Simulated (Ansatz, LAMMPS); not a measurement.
# Squeezing and shearing amorphous SnO2 (108 atoms): runs compared

Aim: relax amorphous SnO2 (108 atoms), then change its volume and shape to read moduli from the stress.

Computed with Ansatz 0.2.0: Kohn-Sham DFT, PBE, PAW (set soft_1), plane waves; PAW set soft_1.

### 1. The cell

The cell holds 108 atoms: 36 Sn and 72 O. Its edges and angles: a = 11.343 Å, b = 11.343 Å, c = 11.343 Å, α = 90.0°, β = 90.0°, γ = 90.0°. 108 atoms (36 Sn, 72 O) placed at random at 6.03 g/cm³, melted at 5000 K for 10 ps at fixed volume with the Morse and Coulomb pair potential with partial charges (Pedone, Malavasi, Menziani, Cormack and Segre, J. Phys. Chem. B 110, 11780 (2006)). Quenched from 5000 K to 300 K at 50 K/ps and fixed volume, held 10 ps at zero pressure, then minimised at fixed cell.

What the set-up can't give: The quench rate of 50 K/ps is orders of magnitude faster than experiment, which tends to freeze in extra defects. The starting topology of bonds comes from the classical model, and needn't be the one that DFT or experiment would give. The Brillouin zone is sampled at Γ only.

### 2. The reference run

The reference is a single point at the end of the relaxation.

Every strained cell starts from the geometry of this run, and its atoms are relaxed with the cell held.

Its input, with most atom lines left out:

```yaml
crystal:
  lattice:
    - [10.99773, 0.49769, 0.01912]
    - [0.49769, 11.5164, 0.10158]
    - [0.01912, 0.10158, 11.74608]
  atoms:
    - { symbol: Sn, position: [0.8408, 0.48253, 0.226] }
    - { symbol: Sn, position: [0.98931, 0.15695, 0.50481] }
    - { symbol: Sn, position: [0.57578, 0.05497, 0.74344] }
    - { symbol: Sn, position: [0.7536, 0.66409, 0.0274] }
    - { symbol: Sn, position: [0.95806, 0.82493, 0.87104] }
    - { symbol: Sn, position: [0.63723, 0.77176, 0.26643] }
    - { symbol: Sn, position: [0.1703, 0.54465, 0.64712] }
    [... atom lines 8 to 108 left out ...]
kpoints:
  mp_grid: { grid: [1, 1, 1] }
hamiltonian:
  xc: pbe
  pseudopotentials: { kind: paw, azcp: { folder: soft_1 } }
scf:
  occupations: { method: fixed }
output:
  forces: true
  stress: true
  populations: true
  dos:
    method: { smearing: { sigma: 0.1 } }
    de: 0.1
    projected: { site_lists: { O: [O], Sn: [Sn] } }
  eigenvalues: true
  write_density: true
  write_potential: true
  volumetric_format: npy
```

```
free energy per atom   : -2386.1303 eV/atom
r.m.s. force component : 0.00497 eV/Å
pressure               : 0.0004987 GPa
```

Filled and empty levels are parted by 0.409 eV (at Γ alone); a semilocal functional tends to put such gaps too low. In a disordered cell it changes from sample to sample, and tail or defect levels can set it.

### 3. The runs

Each row is one run, on 4 threads of Intel Xeon at 2.60GHz (Ice Lake), shared host. The free energy is the program's total, comparable only between runs with the same functional and atoms.

```
                                 run  atoms    outcome  relaxation steps  free energy (eV)     time  host memory (GiB)
           Single point at the start    108  converged                 -       -257696.413     20 s                2.3
              Cell and atoms relaxed    108  converged                34       -257702.073  9.1 min                2.4
Single point at the relaxed geometry    108  converged                 -       -257702.073     27 s                2.4
                         Volume -3 %    108  converged                 9       -257701.649  2.6 min                2.4
                         Volume +3 %    108  converged                 7       -257701.702  2.1 min                2.5
                         Volume -6 %    108  converged                 6       -257700.286  1.8 min                2.4
                         Volume +6 %    108  converged                 8       -257700.768  2.7 min                2.6
                        Volume -10 %    108  converged                24       -257698.310  6.5 min                2.3
            Stretched by 1 % along x    108  converged                 4       -257702.005     73 s                2.5
           Compressed by 1 % along x    108  converged                 4       -257702.006     73 s                2.4
                Sheared by 2 % in xy    108  converged                 6       -257702.011  1.7 min                2.4
```

In some runs the program notes that the SCF threshold is loose for the stress.

### 4. Pressure against volume

Atoms are relaxed at each volume, in the scaled cell.

```
volume change (%)  volume (Å³/atom)  energy change (meV/atom)  pressure (GPa)  largest move on relaxing (Å)  bonds  gap (eV)
              -10            12.372                     34.84           10.40                          1.21    215               0.739
               -6            12.922                     16.55            6.76                          0.21    208               0.675
               -3            13.334                      3.93            3.12                          0.10    206               0.533
               +0            13.747                      0.00            0.00                             -    204               0.409
               +3            14.159                      3.44           -2.56                          0.11    203               0.348
               +6            14.572                     12.08           -4.17                          0.38    200               0.357
```

### 5. Uniaxial strain and shear

Stress (GPa, compression positive) less that of the relaxed cell, atoms relaxed:

```
                   strain      xx      yy      zz      xy  energy change (meV/atom)
 stretched by 1 % along x  -1.369  -0.661  -0.690   0.014                      0.63
compressed by 1 % along x   1.486   0.676   0.749  -0.051                      0.62
     sheared by 2 % in xy   0.048   0.196   0.161  -0.691                      0.57
```

### 6. Outcome

The bulk modulus, from the slope of pressure against ln V over the three points nearest the relaxed volume, is 94.6 GPa; between neighbouring points the slope runs 84, 116, 102, 87 and 56 GPa from the smallest volume up, not steadily, so no pressure derivative is given, and the cell yields more easily under -6 %. The count of bonds runs from 200 to 215 over the series, so at some points contacts cross the cutoffs. At -10 % some atom moved by over 0.5 Å on relaxing, so those points may sit in another local minimum. The gap changes by -2.7 eV per unit of ln V, on the run's k-points. In the Cartesian axes of the cell, finite differences give C11 = 143, C12 = 66.9, C13 = 72.0 and C66 = 34.6 GPa (the shear of 2 % is the engineering strain, εxy = 0.01). The mean of C11, C12 and C13, which equals the bulk modulus in a cubic or isotropic solid, is 93.9 GPa: it agrees with the bulk modulus within 10 %. For an isotropic solid C66 would equal (C11 − C12)/2 = 37.9 GPa; so small a sample needn't be isotropic, and C66 rests on one shear. With the bulk modulus and C66 as K and G, Young's modulus would be about 92 GPa and Poisson's ratio 0.34.

**Limits.** Strains are finite and relaxations stop at the force tolerance of the input, which can leave moduli too stiff; they are those of a static cell at zero temperature. Volumes are changed with the cell's shape held, so in an anisotropic solid the modulus lies over the one under free hydrostatic load. The program notes that the SCF threshold of the relaxations is loose for the stress.

The DFT runs together took 30 min of wall time.

[Long decimals in the printed logs are rounded to 6 places.]

[Logs are printed without paths, hosts, clocks, repeated set-up lines and the standing remarks that a program may print on its own settings, such as how far it seeks lower states.]

[Hosts, paths, dates, database ids (printed as entryN), source tags and the programs' standing remarks are cut or masked in the printed files.]
